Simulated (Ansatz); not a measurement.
# KSrBr3 (built on the sites of a database entry of CsPbBr3): following an unstable mode, part 3 of 3

Wanted: the energy along a soft mode of KSrBr3 (built on the sites of a database entry of CsPbBr3) and the structure at the end.

Ansatz 0.2.0; DFT PBEsol, scalar-relativistic, plane waves, PseudoDojo norm-conserving pseudopotentials.

So far. Step 5 (Energy along the mode, all amplitudes (two of the runs …): The lowest of the steps tried is the last one, at 0.6 Å, 15.8 meV/atom below the parent; the bottom of the well need not coincide with a step. Step 7 (The new phase in its own primitive cell): The largest force component left is 0.67 meV/Å and the pressure is 0.000 GPa, within the tolerances set. The cell now holds 41.55 Å³/atom. The relaxed cell has a, b, c = 5.882, 8.179, 8.637 Å (conventional setting).

The structure was built from a prototype and need not be the compound's stable phase.

## Step 8: Modes of the new phase

A relaxed structure may still be a saddle point, so its zone-centre modes are computed. The response to a homogeneous field gives the Born charges and the dielectric tensor.

Contents of input.yaml:

```yaml
crystal:
  lattice:
    - [5.8820727769, 0.0, 0.0]
    - [0.0, 4.0896276264, 4.3186209416]
    - [0.0, -4.0896276264, 4.3186209416]
  atoms:
    - { symbol: K, position: [0.0, 0.8850966548, 0.8850966548] }
    - { symbol: Sr, position: [0.5, 0.5043131391, 0.5043131391] }
    - { symbol: Br, position: [0.0, 0.5112138421, 0.5112138421] }
    - { symbol: Br, position: [0.5, 0.0065231867, 0.5561907418] }
    - { symbol: Br, position: [0.5, 0.5561907418, 0.0065231867] }
kpoints:
  mp_grid: { grid: [4, 4, 4] }
hamiltonian:
  xc: pbesol
  pseudopotentials: { kind: nc, accuracy: standard }
scf:
  occupations: { method: fixed }
output:
  eigenvalues: true
phonons:
  method: dfpt
  dielectric: true
  rigid_motions: translations
```

Launch:

```
ansatz run input.yaml --threads 8 --pin off --max-ram 14336MiB --backend cpu --events-out ev --progress --plain --runs-dir out
```

Numbers of over 12 decimals in the logs are rounded to 6 here.

The program printed:

```text
[...]
Crystal: 5 atoms, lattice volume = 207.773 Å³
Basis set: ecut = 1006.821291 eV, 15073 PW (Γ), exchange–correlation on 128×128×128 points (8 copies of the dense FFT grid, shifted against one another)
Bands: 25, of which v1, the nominal top of the filled ones, is band 20 counted from 1 (19 counted from 0)
Symmetry: 4 space group operations
k-points: 36 of 64 (irreducible under 1 space group operation, time reversal used)
[...]
SCF iter   1: F=—  HF=-3041.245247 eV  |F-HF|=—  |Δ(HF+E_count)|=         —  Δρ=3.22e-2  dr2=4.30e0  ethr=3.10e-3  ⟨swp⟩=9.6  Hψ=5544  notcnv=0  defer=94
[...]
SCF iter  11: F=-3039.368608 eV  HF=-3039.368608 eV  |F-HF|=1.08e-10  |Δ(HF+E_count)|=   1.28e-9  Δρ=1.49e-7  dr2=5.60e-11  ethr=1.00e-12  ⟨swp⟩=26.7  Hψ=11426  notcnv=0
SCF 1 converged in 11 iterations: F = -3039.368608 eV  dr2 = 5.60e-11
NSCF: frozen V_eff on 2 k-points
DFPT response loops at Γ: preconditioner auto → none (the input reference at scf.mixing.eps_inf says where Resta's filter doesn't serve); β = 0.50; Broyden in place of MSR1
── the response to a field inside a basis, on 4×4×4 k-points: an SCF that follows is theirs, and a resumed run solves both again ──
Bands: 21, of which v1, the nominal top of the filled ones, is band 20 counted from 1 (19 counted from 0)
k-points: 12 of 64 (time reversal used)
[...]
Eigensolver: Dense (12 Hₖ)
SCF iter   1: F=—  HF=-3039.357305 eV  |F-HF|=—  |Δ(HF+E_count)|=         —  Δρ=9.08e-5  dr2=3.14e-6  ethr=1.00e-1
[...]
SCF iter   3: F=-3039.357313 eV  HF=-3039.357313 eV  |F-HF|=1.03e-8  |Δ(HF+E_count)|=   2.51e-6  Δρ=1.60e-6  dr2=5.13e-9  ethr=2.22e-9
SCF 1 converged in 3 iterations: F = -3039.357313 eV  dr2 = 5.13e-9
[...]
SCF converged after 11 iterations
Free energy (F): -3039.368608 eV
[...]
Internal energy: -3039.368608 eV  (E = F + TS)
E sigma→0 (E₀):  -3039.368608 eV
Fermi energy:    0.977243 eV
[...]
--- Band table (eV; the first three rows and the last of 36) ---
  k-point 0: bands = [... 16 lower, 0.3809, 0.4531, 0.5048, 0.7852, 4.8705, 5.9096, 6.0756, 6.3593, ... 1 higher]
  k-point 1: bands = [... 16 lower, 0.2171, 0.3844, 0.4620, 0.6489, 5.4091, 5.9799, 6.5163, 6.6407, ... 1 higher]
  k-point 2: bands = [... 16 lower, 0.0559, 0.3649, 0.4468, 0.5840, 6.0321, 6.3619, 6.6012, 7.1141, ... 1 higher]
  k-point 35: bands = [... 16 lower, -0.3787, 0.6525, 0.7822, 0.9623, 6.3692, 7.4468, 7.5252, 7.5351, ... 1 higher]
--- Phonons (Γ-DFPT): 12 representative perturbations + reference, on 36 of 64 k-points (Σ response iterations 45) ---
  k mesh reduced under 1 symmetry operation, with k and −k counted as one. Each operation leaves every solved perturbation unchanged. A smaller set is not considered because the run solves the response to a homogeneous field
  ASR residual: 1.356e-4 → 0.000e0 eV/Å²; symmetrization residual: 6.961e-6 eV/Å²
  ASR residual per site (eV/Å²): 1.36e-4 1.89e-5 7.15e-5 3.46e-5 3.46e-5
[...]
ε∞ (high-frequency dielectric tensor):
        2.672669     0.000000     0.000000
        0.000000     2.637236     0.000000
        0.000000     0.000000     2.605209
  softest optical mode at Γ: -30.75 cm⁻¹; the repairs (sum rule, projections) moved no ω² at Γ by more than (1.30 cm⁻¹)²
  Born effective charges Z* (e; rows j = field, columns β = displacement):
    site 0:
         1.33746    0.00000    0.00000
         0.00000    1.17236    0.00000
         0.00000    0.00000    1.08343
    site 1:
         2.42772    0.00000    0.00000
         0.00000    2.35157    0.00000
         0.00000    0.00000    2.46845
    site 2:
        -1.97219    0.00000    0.00000
         0.00000   -0.77438    0.00000
         0.00000    0.00000   -0.83538
    site 3:
        -0.89650    0.00000    0.00000
         0.00000   -1.37477   -0.62811
         0.00000   -0.58372   -1.35825
    site 4:
        -0.89650    0.00000   -0.00000
        -0.00000   -1.37477    0.62811
         0.00000    0.58372   -1.35825
  Z* charge neutrality: 1.635e-2 e pre-enforcement
  solved inside a basis spanned on kpoints, on 4×4×4 k-points, its susceptibility summed on 8×8×8: ε∞ is read to err by 7.8e-3, Z* by 2.1e-2 e (field_mesh: kpoints solves on kpoints); Z* is corrected for what the basis lacks
  optical modes at Γ without the LO–TO term, one row a degenerate level:
      ω (cm⁻¹)  modes    IR ((D/Å)²/amu)
        -30.75      1             0.7055
         23.43      1             0.0000
         28.55      1             0.5676
         34.78      1             1.6722
         41.74      1             0.0244
         51.63      1             0.0175
         60.21      1             0.0205
         65.81      1             0.4703
         97.48      1             0.9437
        155.88      1             2.4689
        162.93      1             2.3223
        178.57      1             2.5018
  optical modes at Γ + LO–TO along q̂ = [1.0000, 0.0000, 0.0000]:
      ω (cm⁻¹)  modes    IR ((D/Å)²/amu)
        -30.75      1             0.7055
         23.43      1             0.0000
         28.55      1             0.5676
         41.74      1             0.0244
         51.63      1             0.0175
         59.73      1             0.0102
         65.81      1             0.4703
         77.51      1             0.8479
         97.48      1             0.9437
        155.88      1             2.4689
[...]
optical modes at Γ + LO–TO along q̂ = [0.0000, 1.0000, 0.0000]:
      ω (cm⁻¹)  modes    IR ((D/Å)²/amu)
[...]
optical modes at Γ + LO–TO along q̂ = [0.0000, 0.0000, 1.0000]:
      ω (cm⁻¹)  modes    IR ((D/Å)²/amu)
        -30.75      1             0.7055
         23.43      1             0.0000
         28.55      1             0.5676
         34.78      1             1.6722
         42.18      1             0.0036
         51.63      1             0.0175
         60.21      1             0.0205
         71.78      1             0.0855
        110.34      1             0.4259
        155.88      1             2.4689
        178.57      1             2.5018
        194.50      1             3.2455
```

Run time: 4.7 min. Hardware: 8 threads of Arm Neoverse N1, shared host; peak memory 4 GiB; 36 min of CPU time.

Numbers from this step:

| Quantity | Value |
| --- | --- |
| sum-rule residual before enforcement | 1.36e-4 eV/Å² |
| miss of the charge sum rule | 0.01635 e |
| estimated error of the dielectric tensor | 0.007844 |
| estimated error of the Born charges | 0.02086 e |
| point group | mm2 |
| highest optical mode at the zone centre (no LO-TO term) | 178.6 cm⁻¹ |
| lowest optical zone-centre mode | -30.75 cm⁻¹ |
| mean high-frequency dielectric constant | 2.638 |
| largest Born charge (third of the trace) | 2.416 e |
| top of the zone-centre spectrum with the field | 208.0 cm⁻¹ |

Without the LO-TO term. Patterns of degenerate modes are one choice out of their space. The modes at Γ (shares of kinetic energy by element, %) (negative means imaginary):

```
mode  frequency (cm⁻¹)  symmetry  K %  Sr %  Br %
   1             -30.8        B2   40     0    60
   2               0.0  acoustic   11    24    65
   3               0.0  acoustic   11    24    65
   4               0.0  acoustic   11    24    65
   5              23.4        A2    0     0   100
   6              28.6        B2   31     1    68
   7              34.8        B1   72     1    27
   8              41.7        A1   12     3    85
   9              51.6        B2   19    33    48
  10              60.2        B1   18    32    51
  11              65.8        A1    1    34    65
  12              97.5        A1   77     0    23
  13             155.9        B2    0    42    58
  14             162.9        A1    0    38    62
  15             178.6        B1    0    44    56
```

Displacements in mode 1 (-30.8 cm⁻¹), the largest set to 1:
```
K1   0.00 -1.00  0.00
Sr2  0.00 -0.06  0.00
Br3  0.00  0.82  0.00
Br4  0.00 -0.13  0.12
Br5  0.00 -0.13 -0.12
```

Displacements in mode 6 (28.6 cm⁻¹), the largest set to 1:
```
K1   0.00  1.00  0.00
Sr2  0.00  0.11  0.00
Br3  0.00  0.30  0.00
Br4  0.00 -0.45  0.54
Br5  0.00 -0.45 -0.54
```

Optical modes at the zone centre, without and with the macroscopic field of the longitudinal modes; each column is sorted by frequency, so a row need not hold one and the same mode. Modes with and without the field, by row:

```
rank among optical modes  no field (cm⁻¹)  q along (1, 0, 0) (cm⁻¹)  q along (0, 1, 0) (cm⁻¹)  q along (0, 0, 1) (cm⁻¹)
                       1            -30.8                     -30.8                     -13.7                     -30.8
                       2             23.4                      23.4                      23.4                      23.4
                       3             28.6                      28.6                      34.8                      28.6
                       4             34.8                      41.7                      41.7                      34.8
                       5             41.7                      51.6                      50.5                      42.2
                       6             51.6                      59.7                      60.1                      51.6
                       7             60.2                      65.8                      60.2                      60.2
                       8             65.8                      77.5                      65.8                      71.8
                       9             97.5                      97.5                      97.5                     110.3
                      10            155.9                     155.9                     162.9                     155.9
                      11            162.9                     162.9                     178.6                     178.6
                      12            178.6                       208                     188.4                     194.5
```

Born charge (rows field, columns displacement) (e), principal values of the symmetric part by kind of site:

```
atom  atoms with these values    low  middle   high   mean
  K1                        1   1.08    1.17   1.34   1.20
 Sr2                        1   2.35    2.43   2.47   2.42
 Br3                        1  -1.97   -0.84  -0.77  -1.19
 Br4                        2  -1.97   -0.90  -0.76  -1.21
```

In full for Br4:

```
-0.90  0.00  0.00
 0.00 -1.37 -0.63
 0.00 -0.58 -1.36
```

High-frequency dielectric tensor:

```
2.67 0.00 0.00
0.00 2.64 0.00
0.00 0.00 2.61
```

Transverse modes; imaginary modes are left out. Lines of the infrared spectrum (strongest = 100):

```
position (cm⁻¹)  label  relative intensity
             23     A2                 0.0
             28     B2                  23
             35     B1                  67
             42     A1                 1.0
             52     B2                 0.7
             60     B1                 0.8
             66     A1                  19
             98     A1                  38
            156     B2                  99
            163     A1                  93
            179     B1                 100
```

Before it was imposed, the acoustic sum rule was missed by 1.4e-4 eV/Å² and the charge sum rule by 0.016 e. Small misses are needed for a sound result but don't prove that mesh and cutoff are converged. The lowest optical mode is imaginary, 30.8i cm⁻¹, so the energy falls along it.

## Step 9: Summary of results

| Item | Value |
| --- | --- |
| unstable mode of the parent | q = (0, 0, 0), 56i cm⁻¹ |
| depth at the lowest point sampled | 15.8 meV/atom |
| largest atomic shift at that point | 0.6 Å |
| space group reached (within 0.01 Å) | Amm2 |
| energy gained over the parent (first relaxation, on the mesh of the frozen mode) | 27.6 meV/atom |
| volume per atom, phase reached | 41.6 Å³ |
| gap on the k-mesh, phase reached | 3.89 eV |
| lowest optical zone-centre mode, phase reached | -30.8 cm⁻¹ |
| highest optical mode at the zone centre (no LO-TO term), phase reached | 179 cm⁻¹ |

**Reading.** Along this mode the structure falls into Amm2, 27.6 meV/atom below the parent. At the parent's cell the well is 15.76 meV/atom deep on the steps tried, with its lowest point at a shift of 0.6 Å. That is the last step tried, so the steps alone don't bracket the bottom of the well. Relaxing atoms and cell changes the gain by +11.83 meV/atom against the lowest step (energies at zero smearing). The new phase still has an imaginary mode at the zone centre of its cell, so it is a saddle point on the way to a lower structure. Of the 6 patterns followed to their end from this parent, this one ends 49.4 meV/atom above the lowest, Imma. Each path keeps the symmetry of its pattern, so a lower phase may lie along a pattern not tried. The starting cell was built on a prototype and not taken from a measurement, so the phase need not exist.

[Logs are printed without paths, hosts, clocks, repeated set-up lines and the standing remarks that a program may print on its own settings, such as how far it seeks lower states.]

[Hosts, paths, dates, database ids (printed as entryN), source tags and the programs' standing remarks are cut or masked in the printed files.]
